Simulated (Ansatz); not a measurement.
# KAg (built on the sites of a database entry of CsAu): a soft mode frozen in, part 3 of 3

Which phase does KAg (built on the sites of a database entry of CsAu) fall into along its unstable mode, and how much energy does it gain?

Ansatz 0.2.0; DFT PBEsol, scalar-relativistic, plane waves, PAW.

So far. Step 5 (Energy along the mode, all amplitudes (two of the runs …): The lowest of the steps tried is the last one, at 0.6 Å, 10.8 meV/atom below the parent; the bottom of the well need not coincide with a step. Step 7 (The new phase in its own primitive cell): The largest force component left is 0.11 meV/Å and the pressure is 0.000 GPa, within the tolerances set. The cell now holds 34.38 Å³/atom. The relaxed cell has a, b, c = 4.875, 4.314, 6.541 Å (conventional setting).

The structure was built from a prototype and need not be the compound's stable phase.

### 8. Modes of the new phase, k-mesh 8×8×6

A relaxed structure may still be a saddle point, so its zone-centre modes are computed. No field response is asked, since the mesh shows no gap.

Contents of input.yaml:

```yaml
crystal:
  lattice:
    - [4.8747752076, 0.0, 0.0]
    - [0.0, 4.3136594518, 0.0]
    - [0.0, 0.0, 6.5406128029]
  atoms:
    - { symbol: K, position: [0.25, 0.5, 0.7803643342] }
    - { symbol: K, position: [0.75, 0.5, 0.2196356658] }
    - { symbol: Ag, position: [0.25, 0.0, 0.3964378571] }
    - { symbol: Ag, position: [0.75, 0.0, 0.6035621429] }
kpoints:
  mp_grid: { grid: [8, 8, 6] }
hamiltonian:
  xc: pbesol
scf:
  occupations: { method: methfessel_paxton, width: 0.15 }
output:
  eigenvalues: true
phonons:
  method: dfpt
```

On the command line:

```sh
ansatz run input.yaml --threads 4 --pin off --max-ram 7168MiB --backend cpu --events-out ev --progress --plain --runs-dir out
```

Numbers of over 12 decimals in the logs are rounded to 6 here.

The log of the run:

```text
zone centre: on kpoints.mp_grid the ground state, and the responses unless they are solved on pairs of k-points, stand on 100 of the mesh's 384 k-points, reduced under 4 symmetry operations, with k and −k counted as one. Each operation leaves every solved displacement unchanged or reverses it
[...]
Crystal: 4 atoms, lattice volume = 137.537 Å³
Basis set: ecut = 420 eV, 2691 PW (Γ), exchange–correlation on 72×60×90 points (8 copies of the dense FFT grid, shifted against one another)
Bands: 34, of which v1, the nominal top of the filled ones, is band 28 counted from 1 (27 counted from 0)
Symmetry: 8 space group operations
k-points: 100 of 384 (irreducible under 4 space group operations, time reversal used)
[...]
SCF iter   1: F=—  HF=-18075.826346 eV  |F-HF|=—  |Δ(HF+E_count)|=         —  Δρ=3.63e-3  dr2=2.13e-2  ethr=1.77e-3  ⟨swp⟩=6.8  Hψ=13306  notcnv=0
[...]
SCF iter  10: F=-18075.822680 eV  HF=-18075.822680 eV  |F-HF|=3.64e-12  |Δ(HF+E_count)|=  7.28e-12  S|Δr|=    0.00e0  Δρ=3.63e-8  dr2=1.31e-12  ethr=1.00e-12  ⟨swp⟩=9.8  Hψ=16987  notcnv=0
SCF 1 converged in 10 iterations: F = -18075.822680 eV  dr2 = 1.31e-12
[...]
DFPT response loops at Γ: preconditioner auto → Kerker (q_TF=auto, 2.349 Å⁻¹) (partly filled bands, converged f_vac=0.142); β = 1.00, the filter's whole step (`scf.mixing.beta` (0.50) is not read by the response loops under this deck's `scf.mixing.preconditioner`; to damp them name `kerker` or `kerker_dos`, under which they read `scf.mixing.beta`, and type it under 1.00, their step now; both keys bind the ground state too); Broyden in place of MSR1
SCF converged after 10 iterations
[...]
Free energy (F): -18075.822680 eV
[...]
Internal energy: -18075.822968 eV  (E = F + TS)
E sigma→0 (E₀):  -18075.822752 eV
Entropy (-TS):   0.000287 eV (0.072 meV/atom)
Fermi energy:    6.172119 eV
[...]
--- Band table (eV; the first three rows and the last of 100) ---
  k-point 0: bands = [... 24 lower, 2.4673, 2.5178, 2.6180, 5.8061, 7.0991, 8.5246, 9.5882, 9.8508, ... 2 higher]
  k-point 1: bands = [... 24 lower, 2.4646, 2.5691, 2.6176, 5.3491, 7.5635, 8.5395, 9.7055, 9.9189, ... 2 higher]
  k-point 2: bands = [... 24 lower, 2.4591, 2.6169, 2.7170, 4.7043, 8.2748, 8.5697, 9.7530, 9.9185, ... 2 higher]
  k-point 99: bands = [... 24 lower, 2.8142, 2.8142, 5.0372, 5.0372, 7.6414, 7.6414, 7.6667, 7.6667, ... 2 higher]
--- Phonons (Γ-DFPT): 6 representative perturbations + reference, on 100 of 384 k-points (Σ response iterations 19) ---
  k mesh reduced under 4 symmetry operations, with k and −k counted as one. Each operation leaves every solved displacement unchanged or reverses it
  ASR residual: 3.887e-5 → 0.000e0 eV/Å²; symmetrization residual: 1.015e-5 eV/Å²
  ASR residual per site (eV/Å²): 3.89e-5 3.89e-5 2.56e-5 2.56e-5
  Γ frequencies (cm⁻¹): 0.00 0.00 0.00 59.97 76.48 85.45 90.57 91.09 95.79 108.53 121.64 135.12
  non-analytic LO–TO correction: not included (Born effective charges unavailable; polar crystals: no LO–TO splitting at Γ)
```

Run time: 77 s. Hardware: 4 threads of Arm Neoverse V2, shared host; peak memory 1.5 GiB.

This step gave:

```yaml
sum_rule_residual_before_enforcement: 3.89e-5 eV/Å²
point_group: mmm
highest_optical_mode_at_the_zone_centre_no_lo_to_term: 135.1 cm⁻¹
lowest_optical_zone_centre_mode: 59.97 cm⁻¹
```

Patterns of degenerate modes are one choice out of their space. The modes at Γ (shares of kinetic energy by element, %):

```
mode  frequency (cm⁻¹)  symmetry  K %  Ag %
   1               0.0  acoustic   27    73
   2               0.0  acoustic   27    73
   3               0.0  acoustic   27    73
   4              60.0       B3g    7    93
   5              76.5        Ag    4    96
   6              85.5       B3g   93     7
   7              90.6       B3u   73    27
   8              91.1       B1u   73    27
   9              95.8       B2g   82    18
  10             108.5       B2u   73    27
  11             121.6        Ag   96     4
  12             135.1       B2g   18    82
```

Displacements in mode 4 (60.0 cm⁻¹), the largest set to 1:
```
K1   0.00 -0.46  0.00
K2   0.00  0.46  0.00
Ag3  0.00  1.00  0.00
Ag4  0.00 -1.00  0.00
```

Displacements in mode 11 (121.6 cm⁻¹), the largest set to 1:
```
K1   0.00  0.00  1.00
K2   0.00  0.00 -1.00
Ag3  0.00  0.00 -0.12
Ag4  0.00  0.00  0.12
```

Before it was imposed, the acoustic sum rule was missed by 3.9e-5 eV/Å². Small misses are needed for a sound result but don't prove that mesh and cutoff are converged. The lowest optical mode is real, 60.0 cm⁻¹.

### 9. Results

- unstable mode of the parent: q = (0, -0.5, -0.5), 26i cm⁻¹
- depth at the lowest point sampled: 10.8 meV/atom
- largest atomic shift at that point: 0.6 Å
- space group reached (within 0.01 Å): Pmma
- energy gained over the parent (first relaxation, on the mesh of the frozen mode): 41.8 meV/atom
- volume per atom, phase reached: 34.4 Å³
- lowest optical zone-centre mode, phase reached: 60.0 cm⁻¹
- highest optical mode at the zone centre (no LO-TO term), phase reached: 135 cm⁻¹

Along this mode the structure falls into Pmma, 41.8 meV/atom below the parent. At the parent's cell the well is 10.83 meV/atom deep on the steps tried, with its lowest point at a shift of 0.6 Å. That is the last step tried, so the steps alone don't bracket the bottom of the well. Relaxing atoms and cell changes the gain by +30.98 meV/atom against the lowest step (energies at zero smearing). Most of the total comes from this relaxation. The new phase has no imaginary mode at the zone centre of its cell; other wavevectors were not checked. Of the 3 patterns followed to their end from this parent, this one reaches the lowest energy. Each path keeps the symmetry of its pattern, so a lower phase may lie along a pattern not tried. The q mesh stands for a supercell only 8.0 Å across, so branches between the solved wavevectors are rough. With no gap, or one that is small against the smearing, the frequencies hang on the k mesh and the smearing, most of all near Kohn anomalies. The starting cell was built on a prototype and not taken from a measurement, so the phase need not exist.

[Logs are printed without paths, hosts, clocks, repeated set-up lines and the standing remarks that a program may print on its own settings, such as how far it seeks lower states.]

[Hosts, paths, dates, database ids (printed as entryN), source tags and the programs' standing remarks are cut or masked in the printed files.]
